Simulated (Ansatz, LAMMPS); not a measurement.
# Structural relaxation of a frame of liquid (Cs,Li)(Br,Cl) from 1000 K (118 atoms), part 2 of 3

Aim: bring a frame of liquid (Cs,Li)(Br,Cl) from 1000 K (118 atoms) to a nearby minimum of the energy and see what moves.

Ansatz 0.2.0; Kohn-Sham DFT, RPBE, PAW (set soft_2), plane waves.

The cell: 20 Cs, 39 Li, 41 Br and 18 Cl. The starting topology of bonds comes from the classical model. The ion parameters were fitted for water, not for melts. Sampling is at Γ alone, for a cell whose shortest periodic width is 16 Å. Spin–orbit coupling is left out.

So far. Step 3 (Single point at the start): The r.m.s. force component of 0.32 eV/Å and the pressure of 0.76 GPa set the starting point.

## (4) Relaxation

The atoms are relaxed in the fixed cell, aiming at the force tolerance of the input.

File input.yaml:

```yaml
crystal:
  lattice:
    - [16.3496, 0.0, 0.0]
    - [0.0, 16.3496, 0.0]
    - [0.0, 0.0, 16.3496]
  atoms:
    [... the 118 atom lines of step 3 ...]
kpoints:
  mp_grid: { grid: [1, 1, 1] }
hamiltonian:
  xc: rpbe
scf:
  occupations: { method: fixed }
output:
  forces: true
relax:
  f_tol: 0.05
  max_steps: 88
```

Launch:

```bash
$ ansatz run input.yaml --threads 4 --pin off --max-ram 8192MiB --backend cpu --events-out ev --progress --plain --runs-dir out
```

Numbers of over 12 decimals in the logs are rounded to 6 here.

Log:

```text
[...]
Crystal: 118 atoms, lattice volume = 4370.402 Å³
Basis set: ecut = 420 eV, 85471 PW (Γ), exchange–correlation on 240×240×240 points (8 copies of the dense FFT grid, shifted against one another)
Bands: 473, of which v1, the nominal top of the filled ones, is band 355 counted from 1 (354 counted from 0)
Symmetry: 1 space group operations
[...]
k-points: 1
[...]
SCF iter   1: F=—  HF=-255674.915126 eV  |F-HF|=—  |Δ(HF+E_count)|=         —  Δρ=1.80e-3  dr2=2.41e-1  ethr=1.77e-3  ⟨swp⟩=6.0  Hψ=1729  notcnv=0  defer=116
[...]
SCF iter   3: F=—  HF=-255674.847251 eV  |F-HF|=—  |Δ(HF+E_count)|=   3.60e-3  Δρ=2.01e-4  dr2=3.76e-3  ethr=7.80e-6  ⟨swp⟩=4.0  Hψ=540  notcnv=0  defer=109
automatic band count: iteration 3 solves 466 bands in place of 473: the levels show a gap, and the empty bands left out lie too high to hold charge; the band table lists the bands solved (type scf.n_extra_bands for more)
SCF iter   4: F=—  HF=-255674.848160 eV  |F-HF|=—  |Δ(HF+E_count)|=   9.10e-4  Δρ=5.47e-5  dr2=1.68e-4  ethr=5.29e-7  ⟨swp⟩=3.0  Hψ=785  notcnv=0  defer=109
[...]
SCF iter   6: F=-255674.848396 eV  HF=-255674.848395 eV  |F-HF|=1.08e-6  |Δ(HF+E_count)|=   1.96e-5  Δρ=3.66e-6  dr2=1.00e-6  ethr=1.87e-9  ⟨swp⟩=4.0  Hψ=1122  notcnv=0
SCF 1 converged in 6 iterations: F = -255674.848396 eV  dr2 = 1.00e-6
[...]
relax step   1: F+E_penalty+E_count = -255674.84839617 eV  Δ(F+E_penalty+E_count) = +0.000e0 eV  max|allowed force component| = 1.424e0 eV/Å  Δτ_max = 0.0000 Å  (6 SCF iters, dr2 threshold 6.25e-5 eV, accepted)
[... from here on, the SCF cycles and remarks between the steps are left out ...]
relax step   2: F+E_penalty+E_count = -255679.27381810 eV  Δ(F+E_penalty+E_count) = -4.425e0 eV  max|allowed force component| = 5.775e-1 eV/Å  Δτ_max = 0.1947 Å  (6 SCF iters, dr2 threshold 1.00e-4 eV, accepted)
relax step   3: F+E_penalty+E_count = -255681.75252228 eV  Δ(F+E_penalty+E_count) = -2.479e0 eV  max|allowed force component| = 3.300e-1 eV/Å  Δτ_max = 0.1950 Å  (6 SCF iters, dr2 threshold 2.08e-5 eV, accepted)
relax step   4: F+E_penalty+E_count = -255683.18336249 eV  Δ(F+E_penalty+E_count) = -1.431e0 eV  max|allowed force component| = 2.130e-1 eV/Å  Δτ_max = 0.1968 Å  (6 SCF iters, dr2 threshold 1.79e-5 eV, accepted)
relax step   5: F+E_penalty+E_count = -255684.08474435 eV  Δ(F+E_penalty+E_count) = -9.014e-1 eV  max|allowed force component| = 1.458e-1 eV/Å  Δτ_max = 0.1933 Å  (6 SCF iters, dr2 threshold 1.48e-5 eV, accepted)
relax step   6: F+E_penalty+E_count = -255684.64671870 eV  Δ(F+E_penalty+E_count) = -5.620e-1 eV  max|allowed force component| = 1.002e-1 eV/Å  Δτ_max = 0.1956 Å  (6 SCF iters, dr2 threshold 8.86e-6 eV, accepted)
relax step   7: F+E_penalty+E_count = -255685.06192899 eV  Δ(F+E_penalty+E_count) = -4.152e-1 eV  max|allowed force component| = 1.372e-1 eV/Å  Δτ_max = 0.1959 Å  (6 SCF iters, dr2 threshold 4.70e-6 eV, accepted)
relax step   8: F+E_penalty+E_count = -255685.31240571 eV  Δ(F+E_penalty+E_count) = -2.505e-1 eV  max|allowed force component| = 1.922e-1 eV/Å  Δτ_max = 0.1942 Å  (6 SCF iters, dr2 threshold 8.87e-6 eV, accepted)
relax step   9: F+E_penalty+E_count = -255685.49608822 eV  Δ(F+E_penalty+E_count) = -1.837e-1 eV  max|allowed force component| = 1.111e-1 eV/Å  Δτ_max = 0.1955 Å  (6 SCF iters, dr2 threshold 3.69e-5 eV, accepted)
relax step  10: F+E_penalty+E_count = -255685.64948032 eV  Δ(F+E_penalty+E_count) = -1.534e-1 eV  max|allowed force component| = 7.815e-2 eV/Å  Δτ_max = 0.1964 Å  (6 SCF iters, dr2 threshold 4.13e-6 eV, accepted)
relax step  11: F+E_penalty+E_count = -255685.75928639 eV  Δ(F+E_penalty+E_count) = -1.098e-1 eV  max|allowed force component| = 1.528e-1 eV/Å  Δτ_max = 0.1949 Å  (7 SCF iters, accepted)
relax step  12: F+E_penalty+E_count = -255685.84991414 eV  Δ(F+E_penalty+E_count) = -9.063e-2 eV  max|allowed force component| = 2.826e-1 eV/Å  Δτ_max = 0.1924 Å  (6 SCF iters, dr2 threshold 1.15e-5 eV, accepted)
relax step  13: F+E_penalty+E_count = -255685.98748162 eV  Δ(F+E_penalty+E_count) = -1.376e-1 eV  max|allowed force component| = 1.782e-1 eV/Å  Δτ_max = 0.1945 Å  (5 SCF iters, dr2 threshold 7.99e-5 eV, accepted)
relax step  14: F+E_penalty+E_count = -255686.10336878 eV  Δ(F+E_penalty+E_count) = -1.159e-1 eV  max|allowed force component| = 8.110e-2 eV/Å  Δτ_max = 0.1948 Å  (5 SCF iters, dr2 threshold 1.26e-5 eV, accepted)
relax step  15: F+E_penalty+E_count = -255686.19587894 eV  Δ(F+E_penalty+E_count) = -9.251e-2 eV  max|allowed force component| = 2.011e-1 eV/Å  Δτ_max = 0.1934 Å  (7 SCF iters, accepted)
relax step  16: F+E_penalty+E_count = -255686.28574630 eV  Δ(F+E_penalty+E_count) = -8.987e-2 eV  max|allowed force component| = 1.038e-1 eV/Å  Δτ_max = 0.1966 Å  (5 SCF iters, dr2 threshold 8.38e-6 eV, accepted)
relax step  17: F+E_penalty+E_count = -255686.37339951 eV  Δ(F+E_penalty+E_count) = -8.765e-2 eV  max|allowed force component| = 9.396e-2 eV/Å  Δτ_max = 0.1953 Å  (6 SCF iters, dr2 threshold 2.86e-6 eV, accepted)
relax step  18: F+E_penalty+E_count = -255686.45093450 eV  Δ(F+E_penalty+E_count) = -7.753e-2 eV  max|allowed force component| = 7.724e-2 eV/Å  Δτ_max = 0.1952 Å  (7 SCF iters, accepted)
relax step  19: F+E_penalty+E_count = -255686.52599448 eV  Δ(F+E_penalty+E_count) = -7.506e-2 eV  max|allowed force component| = 6.547e-2 eV/Å  Δτ_max = 0.1969 Å  (6 SCF iters, dr2 threshold 4.03e-6 eV, accepted)
relax step  20: F+E_penalty+E_count = -255686.59354023 eV  Δ(F+E_penalty+E_count) = -6.755e-2 eV  max|allowed force component| = 7.442e-2 eV/Å  Δτ_max = 0.1990 Å  (6 SCF iters, dr2 threshold 2.90e-6 eV, accepted)
relax step  21: F+E_penalty+E_count = -255686.66415141 eV  Δ(F+E_penalty+E_count) = -7.061e-2 eV  max|allowed force component| = 6.494e-2 eV/Å  Δτ_max = 0.1993 Å  (5 SCF iters, dr2 threshold 3.98e-6 eV, accepted)
relax step  22: F+E_penalty+E_count = -255686.72391211 eV  Δ(F+E_penalty+E_count) = -5.976e-2 eV  max|allowed force component| = 5.416e-2 eV/Å  Δτ_max = 0.1958 Å  (5 SCF iters, dr2 threshold 3.21e-6 eV, accepted)
relax step  23: F+E_penalty+E_count = -255686.76892445 eV  Δ(F+E_penalty+E_count) = -4.501e-2 eV  max|allowed force component| = 9.914e-2 eV/Å  Δτ_max = 0.1992 Å  (7 SCF iters, accepted)
relax step  24: F+E_penalty+E_count = -255686.82242593 eV  Δ(F+E_penalty+E_count) = -5.350e-2 eV  max|allowed force component| = 4.665e-2 eV/Å  Δτ_max = 0.2000 Å  (5 SCF iters, dr2 threshold 6.84e-6 eV, accepted)
relax step  25: F+E_penalty+E_count = -255686.82242752 eV  Δ(F+E_penalty+E_count) = -1.588e-6 eV  max|allowed force component| = 4.688e-2 eV/Å  Δτ_max = 0.0000 Å  (4 SCF iters, accepted)
relax step  26: F+E_penalty+E_count = -255686.82900251 eV  Δ(F+E_penalty+E_count) = -6.575e-3 eV  max|allowed force component| = 1.541e-1 eV/Å  Δτ_max = 0.1978 Å  (7 SCF iters, accepted)
relax step  27: F+E_penalty+E_count = -255686.85880782 eV  Δ(F+E_penalty+E_count) = -2.981e-2 eV  max|allowed force component| = 6.003e-2 eV/Å  Δτ_max = 0.2000 Å  (5 SCF iters, dr2 threshold 2.37e-5 eV, accepted)
relax step  28: F+E_penalty+E_count = -255686.89188973 eV  Δ(F+E_penalty+E_count) = -3.308e-2 eV  max|allowed force component| = 7.648e-2 eV/Å  Δτ_max = 0.1940 Å  (7 SCF iters, accepted)
relax step  29: F+E_penalty+E_count = -255686.92980332 eV  Δ(F+E_penalty+E_count) = -3.791e-2 eV  max|allowed force component| = 7.346e-2 eV/Å  Δτ_max = 0.1906 Å  (7 SCF iters, accepted)
relax step  30: F+E_penalty+E_count = -255686.96912072 eV  Δ(F+E_penalty+E_count) = -3.932e-2 eV  max|allowed force component| = 6.163e-2 eV/Å  Δτ_max = 0.1924 Å  (5 SCF iters, dr2 threshold 4.98e-6 eV, accepted)
relax step  31: F+E_penalty+E_count = -255687.00394129 eV  Δ(F+E_penalty+E_count) = -3.482e-2 eV  max|allowed force component| = 6.977e-2 eV/Å  Δτ_max = 0.1954 Å  (6 SCF iters, dr2 threshold 2.67e-6 eV, accepted)
relax step  32: F+E_penalty+E_count = -255687.04151704 eV  Δ(F+E_penalty+E_count) = -3.758e-2 eV  max|allowed force component| = 7.044e-2 eV/Å  Δτ_max = 0.1951 Å  (6 SCF iters, dr2 threshold 3.43e-6 eV, accepted)
relax step  33: F+E_penalty+E_count = -255687.07538379 eV  Δ(F+E_penalty+E_count) = -3.387e-2 eV  max|allowed force component| = 6.720e-2 eV/Å  Δτ_max = 0.1927 Å  (5 SCF iters, dr2 threshold 4.96e-6 eV, accepted)
relax step  34: F+E_penalty+E_count = -255687.10653947 eV  Δ(F+E_penalty+E_count) = -3.116e-2 eV  max|allowed force component| = 6.336e-2 eV/Å  Δτ_max = 0.1929 Å  (5 SCF iters, dr2 threshold 4.11e-6 eV, accepted)
relax step  35: F+E_penalty+E_count = -255687.12631695 eV  Δ(F+E_penalty+E_count) = -1.978e-2 eV  max|allowed force component| = 4.163e-2 eV/Å  Δτ_max = 0.1967 Å  (5 SCF iters, dr2 threshold 3.57e-6 eV, accepted)
relax step  36: F+E_penalty+E_count = -255687.12631750 eV  Δ(F+E_penalty+E_count) = -5.564e-7 eV  max|allowed force component| = 4.166e-2 eV/Å  Δτ_max = 0.0000 Å  (3 SCF iters, accepted)
relax step  37: F+E_penalty+E_count = -255687.13214839 eV  Δ(F+E_penalty+E_count) = -5.831e-3 eV  max|allowed force component| = 5.148e-2 eV/Å  Δτ_max = 0.1199 Å  (6 SCF iters, accepted)
relax step  38: F+E_penalty+E_count = -255687.13696726 eV  Δ(F+E_penalty+E_count) = -4.819e-3 eV  max|allowed force component| = 3.662e-2 eV/Å  Δτ_max = 0.2000 Å  (6 SCF iters, dr2 threshold 2.65e-6 eV, accepted)
relax step  39: F+E_penalty+E_count = -255687.13696735 eV  Δ(F+E_penalty+E_count) = -9.208e-8 eV  max|allowed force component| = 3.663e-2 eV/Å  Δτ_max = 0.0000 Å  (2 SCF iters, accepted)
SCF converged after 2 iterations
Free energy (F): -255687.136967 eV
[...]
Internal energy: -255687.136967 eV  (E = F + TS)
E sigma→0 (E₀):  -255687.136967 eV
Fermi energy:    0.352039 eV
[...]
--- Forces (eV/Å), atoms counted from 1 ---
  atom   1  Cs    -0.01134237     0.00741925     0.03160858
  atom   2  Cs     0.00698646    -0.00119157     0.00681176
  atom   3  Cs     0.00339024    -0.01298860    -0.01542547
  atom   4  Cs     0.01235098    -0.00219714     0.00462353
  atom   5  Cs    -0.00317032    -0.00615450     0.02384265
  atom   6  Cs    -0.00142633    -0.01776360     0.02915195
  atom   7  Cs    -0.00491109     0.01524784    -0.01448351
  atom   8  Cs    -0.00070898     0.00452885    -0.01851218
  atom   9  Cs    -0.00537414    -0.00473445    -0.01318898
  atom  10  Cs    -0.00324809     0.00031903    -0.00910844
  atom  11  Cs    -0.01390950    -0.02156609     0.01451918
  atom  12  Cs    -0.00326362    -0.01812669    -0.01005002
  atom  13  Cs     0.00527675     0.00207103     0.00613876
  atom  14  Cs    -0.00235296    -0.01782116     0.03247220
[...]
atom 117  Cl    -0.00280363     0.00346832     0.00717618
  atom 118  Cl    -0.00995654     0.00972173     0.00574149
  max |Σ_I F_I| component: 6.66e-5 eV/Å
--- Relaxed structure (39 steps of the walk, 39 accepted, 0 SCFs on fresh bases) ---
  F+E_penalty+E_count = -255687.13696735 eV   max|allowed force component| = 3.663e-2 eV/Å
  atoms:
    - { symbol: Cs, position: [0.616903, 0.621154, 0.840058] }
    - { symbol: Cs, position: [0.211644, 1.064011, 0.471513] }
    - { symbol: Cs, position: [0.572768, 0.339783, 0.526738] }
    - { symbol: Cs, position: [0.709945, 0.165288, 0.113032] }
[...]
- { symbol: Cl, position: [0.093080, 0.889297, 0.098690] }
```

Elapsed: 20 min, on 4 threads of Arm Neoverse V2, shared host; peak memory 5 GiB; 79 min of CPU time.

Relaxation path (22 of 39):

| step | energy less that of the first step (eV) | largest force component (eV/Å) |
| --- | --- | --- |
| 1 | 0.0000 | 1.4237 |
| 3 | -6.9041 | 0.3300 |
| 5 | -9.2363 | 0.1458 |
| 6 | -9.7983 | 0.1002 |
| 8 | -10.4640 | 0.1922 |
| 10 | -10.8011 | 0.0781 |
| 12 | -11.0015 | 0.2826 |
| 14 | -11.2550 | 0.0811 |
| 15 | -11.3475 | 0.2011 |
| 17 | -11.5250 | 0.0940 |
| 19 | -11.6776 | 0.0655 |
| 21 | -11.8158 | 0.0649 |
| 23 | -11.9205 | 0.0991 |
| 25 | -11.9740 | 0.0469 |
| 26 | -11.9806 | 0.1541 |
| 28 | -12.0435 | 0.0765 |
| 30 | -12.1207 | 0.0616 |
| 32 | -12.1931 | 0.0704 |
| 34 | -12.2581 | 0.0634 |
| 35 | -12.2779 | 0.0416 |
| 37 | -12.2838 | 0.0515 |
| 39 | -12.2886 | 0.0366 |

The atoms that moved most (Å):

| atom | dx | dy | dz | length |
| --- | --- | --- | --- | --- |
| Li54 | -0.614 | 2.639 | -1.404 | 3.051 |
| Br89 | -0.883 | -1.972 | -0.242 | 2.174 |
| Br95 | -1.551 | -1.140 | 0.132 | 1.929 |
| Br82 | -0.497 | 1.601 | -0.545 | 1.762 |
| Li28 | -0.392 | -1.504 | -0.745 | 1.724 |
| Br73 | -0.827 | -1.339 | -0.258 | 1.595 |
| Li56 | -1.182 | -0.207 | 1.014 | 1.571 |
| Br79 | 0.165 | -1.438 | -0.289 | 1.476 |

The relaxation changed the energy by -104 meV/atom, and atoms moved by 0.98 Å r.m.s., 3.1 Å at most.

## (5) Structure statistics after relaxation

Density 2.6 g/cm³, 37.04 Å³ an atom.

Pair distribution functions g(r), in bins of 0.2 Å:

| r (Å) | total | Br-Br | Br-Li | Br-Cs | Br-Cl | Li-Li | Li-Cs |
| --- | --- | --- | --- | --- | --- | --- | --- |
| 2.20 | 0.24 | 0.00 | 0.00 | 0.00 | 0.00 | 0.00 | 0.00 |
| 2.40 | 2.37 | 0.00 | 3.61 | 0.00 | 0.00 | 0.00 | 0.00 |
| 2.60 | 2.52 | 0.00 | 10.29 | 0.00 | 0.00 | 0.00 | 0.00 |
| 2.80 | 0.59 | 0.00 | 2.43 | 0.00 | 0.00 | 0.00 | 0.00 |
| 3.00 | 0.06 | 0.00 | 0.00 | 0.00 | 0.00 | 0.25 | 0.00 |
| 3.20 | 0.27 | 0.00 | 0.00 | 0.00 | 0.00 | 2.50 | 0.00 |
| 3.40 | 0.32 | 0.00 | 0.00 | 0.53 | 0.00 | 0.77 | 0.00 |
| 3.60 | 1.25 | 0.00 | 0.00 | 5.20 | 0.53 | 1.43 | 0.00 |
| 3.80 | 1.05 | 0.56 | 0.00 | 3.96 | 1.30 | 1.25 | 0.60 |
| 4.00 | 1.57 | 2.83 | 0.20 | 2.41 | 2.93 | 1.72 | 1.39 |
| 4.20 | 1.58 | 3.18 | 0.36 | 0.98 | 3.20 | 1.40 | 2.91 |
| 4.40 | 1.48 | 3.31 | 0.56 | 0.43 | 1.59 | 2.35 | 3.22 |
| 4.60 | 1.02 | 1.56 | 0.72 | 0.80 | 1.00 | 1.40 | 1.70 |
| 4.80 | 0.86 | 0.90 | 0.62 | 0.64 | 0.73 | 1.09 | 1.75 |
| 5.00 | 0.99 | 0.66 | 1.08 | 0.76 | 0.66 | 0.54 | 1.60 |
| 5.20 | 0.94 | 0.53 | 1.13 | 0.54 | 0.35 | 0.93 | 1.06 |
| 5.40 | 0.92 | 0.85 | 1.11 | 0.44 | 0.80 | 0.78 | 1.00 |
| 5.60 | 0.77 | 0.66 | 1.32 | 0.47 | 0.45 | 0.36 | 0.49 |
| 5.80 | 0.79 | 0.62 | 0.96 | 0.88 | 0.77 | 0.21 | 0.99 |
| 6.00 | 0.80 | 0.29 | 1.12 | 0.65 | 0.78 | 0.63 | 1.06 |
| 6.20 | 0.95 | 0.75 | 1.39 | 0.77 | 0.37 | 0.59 | 0.69 |
| 6.40 | 1.06 | 0.66 | 1.78 | 0.67 | 1.04 | 0.73 | 0.65 |
| 6.60 | 1.11 | 0.91 | 1.15 | 1.96 | 1.03 | 0.84 | 0.76 |
| 6.80 | 1.01 | 1.02 | 1.20 | 1.46 | 1.23 | 0.83 | 0.73 |
| 7.00 | 1.04 | 1.48 | 0.75 | 1.09 | 1.30 | 1.13 | 0.91 |
| 7.20 | 1.16 | 1.03 | 0.96 | 0.94 | 1.81 | 1.62 | 0.78 |
| 7.40 | 0.92 | 1.17 | 0.70 | 0.89 | 1.11 | 1.29 | 0.57 |
| 7.60 | 1.05 | 0.97 | 0.88 | 1.14 | 1.27 | 1.19 | 1.23 |

(Part 2 of 3 ends here.)

[Logs are printed without paths, hosts, clocks, repeated set-up lines and the standing remarks that a program may print on its own settings, such as how far it seeks lower states.]

[Hosts, paths, dates, database ids (printed as entryN), source tags and the programs' standing remarks are cut or masked in the printed files.]
